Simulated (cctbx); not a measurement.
# Lattice, Laue class and space group of a new crystal

Cell: a = 4.3710 Å, b = 4.4560 Å, c = 18.7590 Å, α = 90.00°, β = 90.00°, γ = 90.00°. Expected content of the cell: Bi8 Pt4 Pd3.

The data are simulated with cctbx, not measured: Mo Kα, λ = 0.71073 Å, to d = 0.8 Å, 50 % of the full sphere, strongest reflection 5000 counts, noise from counting, a 3 % proportional error and a noise floor of 4 counts (s.d.); no absorption.

Tests on the unmerged data give:

```text
1493 reflections to d = 0.800 A
centring   violations  <I/sigma> of those
    A        420 of   740      8.0
    B        429 of   759      8.1
    C        375 of   765      6.9
    I        374 of   746      7.0
    R        510 of   990      7.6
    F        612 of  1132      7.6
Laue class    unique    Rint  (classes that these axes allow; Friedel mates merged)
P -1             1139   0.038
P 1 2/m 1         771   0.042
P 1 1 2/m         714   0.043
P 2/m 1 1         769   0.043
P m m m           470   0.047
space group    extra absences  I>4sigma  <I/sigma>
P 2 2 2                 0          0         -  acentric
P 21 2 2                3          0       1.8  acentric
P 2 21 2                3          0       1.1  acentric
P 21 21 2               6          0       1.4  acentric
P m m 2                 0          0         -  acentric
P 2 m m                 0          0         -  acentric
P m 2 m                 0          0         -  acentric
P 21 m n               22          0       1.0  acentric
P m 21 n               22          0       1.0  acentric
P m m m                 0          0         -  centric
P m m n :1             22          0       1.0  centric
P m m n :2             22          0       1.0  centric
Wilson B = 0.86 A^2   <|E^2-1|> = 1.092 (0.968 centric, 0.736 acentric)   E^2>4: 4.7 %
shell (A)         n   <I/sigma>
18.76 - 1.60     65     12.5
 1.60 - 1.27     70     13.4
 1.27 - 1.11     53     12.7
 1.11 - 1.01     61     13.2
 1.01 - 0.94     54      9.7
 0.94 - 0.88     45     14.0
 0.88 - 0.84     66     10.6
 0.84 - 0.80     56      7.9
```

Q: Read the symmetry from these tables.

Every centring test has many violations, so the lattice is primitive.

Rint stays low (0.038 to 0.047) up to P m m m, the highest class in these axes.

12 settings pass the absence test. The most absences obeyed, 22, belong to P 21 m n, P m 21 n and P m m n, which absences can't tell apart.

⟨|E²−1|⟩ = 1.092 leans to a centrosymmetric structure. Here that hint misleads: the statistic assumes many like atoms on general positions, and few, heavy or special-position atoms break it. The Wilson B of 0.86 Å² means U ≈ 0.0109 Å².

The true group is Pmm2 (no. 25), Laue class mmm, non-centrosymmetric. It passes the tests but isn't the first choice, because the arrangement of the atoms makes further classes of reflections very weak or absent.

The model is made up (kin elements in a known structure type, no relaxation), so it says nothing on whether the phase exists.

[Logs are printed without paths, hosts, clocks, repeated set-up lines and the standing remarks that a program may print on its own settings, such as how far it seeks lower states.]
